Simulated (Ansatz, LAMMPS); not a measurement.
# Localised basis functions on glassy 65P2O5-35BaO (mol %) (89 atoms), part 3 of 3

Aim: test how closely localised support functions follow the reference on glassy 65P2O5-35BaO (mol %) (89 atoms), and at what cost. A setting counts as converged where the r.m.s. difference of forces stays under 1 % of the r.m.s. force.

Ansatz 0.2.0; Kohn-Sham DFT, PBE, PAW (set soft_2), plane waves.

The cell: 22 P, 6 Ba and 61 O. The quench rate of 10 K/ps is many orders above laboratory rates. The starting topology of bonds comes from the classical model. The Brillouin zone is sampled at Γ only, in a cell whose shortest periodic width is 11 Å. No spin–orbit coupling is included.

So far, density (g/cm³): step 10 (the reference in detail) 3.01.

### 11. Distances and neighbours

These statistics describe the geometry on which the runs were made.

Density 3.01 g/cm³, 15.38 Å³ an atom.

Pair distribution functions g(r), in bins of 0.2 Å:

| r (Å) | total | O-O | O-P | O-Ba | P-P | P-Ba | Ba-Ba |
| --- | --- | --- | --- | --- | --- | --- | --- |
| 1.40 | 1.33 | 0.00 | 3.93 | 0.00 | 0.00 | 0.00 | 0.00 |
| 1.60 | 3.77 | 0.00 | 11.12 | 0.00 | 0.00 | 0.00 | 0.00 |
| 1.80 | 0.05 | 0.00 | 0.14 | 0.00 | 0.00 | 0.00 | 0.00 |
| 2.00 | 0.00 | 0.00 | 0.00 | 0.00 | 0.00 | 0.00 | 0.00 |
| 2.20 | 0.03 | 0.00 | 0.08 | 0.00 | 0.00 | 0.00 | 0.00 |
| 2.40 | 1.63 | 3.46 | 0.00 | 0.00 | 0.00 | 0.00 | 0.00 |
| 2.60 | 1.52 | 3.07 | 0.00 | 0.86 | 0.00 | 0.00 | 0.00 |
| 2.80 | 0.51 | 0.40 | 0.16 | 2.87 | 0.00 | 0.00 | 0.00 |
| 3.00 | 0.87 | 0.93 | 0.23 | 1.67 | 3.37 | 0.00 | 0.00 |
| 3.20 | 0.89 | 0.85 | 0.64 | 0.88 | 3.15 | 0.00 | 0.00 |
| 3.40 | 0.51 | 0.69 | 0.49 | 0.25 | 0.00 | 0.00 | 0.00 |
| 3.60 | 1.01 | 0.84 | 1.50 | 0.68 | 0.34 | 0.61 | 2.24 |
| 3.80 | 1.32 | 0.59 | 2.65 | 0.71 | 0.62 | 1.40 | 0.00 |
| 4.00 | 1.41 | 0.89 | 2.21 | 0.92 | 0.28 | 3.35 | 5.65 |
| 4.20 | 1.01 | 0.85 | 0.95 | 0.93 | 1.52 | 3.09 | 1.78 |
| 4.40 | 0.88 | 0.99 | 0.64 | 1.00 | 1.17 | 1.07 | 0.00 |
| 4.60 | 1.11 | 1.28 | 0.79 | 1.05 | 1.70 | 0.97 | 2.83 |
| 4.80 | 1.23 | 1.49 | 0.86 | 1.41 | 1.27 | 1.08 | 0.00 |
| 5.00 | 1.10 | 1.28 | 0.66 | 1.31 | 1.89 | 0.99 | 0.00 |
| 5.20 | 0.93 | 0.93 | 0.75 | 1.70 | 0.83 | 0.76 | 1.11 |
| 5.40 | 0.89 | 0.84 | 0.99 | 0.82 | 0.93 | 0.84 | 0.00 |

Bonds by pair of elements; cutoffs follow the first minimum of g(r), held within bounds set by covalent radii, and pairs that aren't listed don't count as bonded:

```csv
pair A-B,cutoff (Å),bonds,mean length (Å),spread (Å),shortest (Å),B about A,A about B
O-P,2.02,89,1.54,0.053,1.45,1.46,4.04
O-Ba,3.38,35,2.90,0.174,2.54,0.574,5.83
```

How many atoms have how many bonded neighbours:

| element | mean | 1 | 2 | 3 | 4 | 5 | 6 | 8 |
| --- | --- | --- | --- | --- | --- | --- | --- | --- |
| Ba | 5.83 | 0 | 0 | 0 | 1 | 1 | 3 | 1 |
| O | 2.03 | 7 | 45 | 9 | 0 | 0 | 0 | 0 |
| P | 4.04 | 0 | 0 | 0 | 21 | 1 | 0 | 0 |

Oxygen atoms by the number of network formers (Si, P, Ge, B, Al, As, Ga) bound to them:

```csv
network formers bound to O,O atoms,per cent
0,0,0
1,33,54.1
2,28,45.9
```

Network units: each former by its oxygen neighbours and how many of them bridge to another former:

```
former  O neighbours  bridging O  atoms
     P             4           1      1
     P             4           2     11
     P             4           3      8
     P             4           4      1
     P             5           5      1
```

Rings of the network by King's shortest-path rule, up to 12 atoms, one path for each pair of neighbours; H, halogens, alkali and alkaline-earth atoms are left out, and the last column divides by all other atoms, bonded or not:

| ring size (atoms) | rings | per network atom |
| --- | --- | --- |
| 10 | 1 | 0.012 |
| 12 | 2 | 0.024 |

First main peaks of g(r), for some of the pairs, lie near 2.5 Å (O-O), 1.5 Å (O-P), 2.8 Å (O-Ba), 3.1 Å (P-P) and 4.0 Å (P-Ba). By these cutoffs 50 % of Ba atoms have 6, 74 % of O atoms have 2 and 95 % of P atoms have 4 bonded neighbours. 46 % of the oxygens bridge two formers (P) and 54 % are non-bridging. The commonest P unit has 4 oxygens, 2 of them shared with other formers (11 of 22 atoms). Rings of 12 atoms are the most common (67 % of those counted); sizes run from 10 to 12, where the search stops.

A closer look about O82, which has 3 bonded neighbours where the commonest count for O is 2: 8 atoms, nearest first, numbered in the order of the input, with positions taken from that point.

```
atom      x      y      z  distance (Å)  bonds  intrinsic-atomic-orbital charge (e)     Fx     Fy  Fz (eV/Å)
 O82   0.00   0.00   0.00          0.00      3                                -1.11  -0.61   0.71       0.94
 P10   0.01  -0.31  -1.47          1.51      4                                 2.19   0.43  -3.72       2.09
 O68   0.57   0.95  -2.21          2.47      2                                -0.82   0.46   1.96      -1.77
 O37   0.65  -1.66  -1.72          2.48      2                                -1.06  -0.50   0.47      -1.07
 O70  -1.46  -0.36  -2.11          2.59      2                                -0.87   0.95   1.95       0.00
Ba25   1.73  -0.12   2.10          2.72      6                                 1.80   0.12   1.25      -0.15
Ba26  -1.94   0.25   2.33          3.04      6                                 1.80  -0.37  -0.19       0.22
 O48   2.75  -0.02  -1.37          3.08      1                                -1.01   0.58  -0.58       0.08
```

The column of bonds counts only the pairs O-P within 2.02 Å, O-Ba within 3.38 Å; other neighbours, such as metal atoms beside each other in a compound, aren't counted, and periodic images can show an atom twice.

### 12. Outcome

| Quantity | Value |
| --- | --- |
| free energy per atom | -977.1743 eV/atom |
| pressure | 1.78 GPa |
| r.m.s. force component | 1.42 eV/Å |
| gap (highest filled to lowest empty level) | 2.147 eV |
| wall time of the 5 DFT runs | 7.1 min |

In words: Against plane waves at 420 eV, the forces differ by 1.0 meV/Å (0.073 %) with support functions medium. At 89 atoms the fastest of the runs at a preset level, support functions low, takes roughly 4.9 times the time of plane waves (whose run also made extra analyses, so the like-for-like ratio is larger), in 15 SCF cycles against 10. Differences between support functions and plane waves include what basis error the plane-wave run still has.

Between filled and empty levels lie 2.15 eV (at Γ alone); a semilocal functional tends to put such gaps too low. In a disordered cell it changes from sample to sample, and tail or defect levels can set it. By these cutoffs 50 % of Ba atoms have 6, 74 % of O atoms have 2 and 95 % of P atoms have 4 bonded neighbours. 46 % of the oxygens bridge two formers (P) and 54 % are non-bridging.

Caveats: The force components of 1.4 eV/Å r.m.s. hold both thermal displacement and the mismatch between the potential that made the cell and DFT. The pressure of 1.8 GPa is that of one thermal frame, in which the classical model's bond lengths enter as well as the volume, without the kinetic term.

[Logs are printed without paths, hosts, clocks, repeated set-up lines and the standing remarks that a program may print on its own settings, such as how far it seeks lower states.]

[Hosts, paths, dates, database ids (printed as entryN), source tags and the programs' standing remarks are cut or masked in the printed files.]
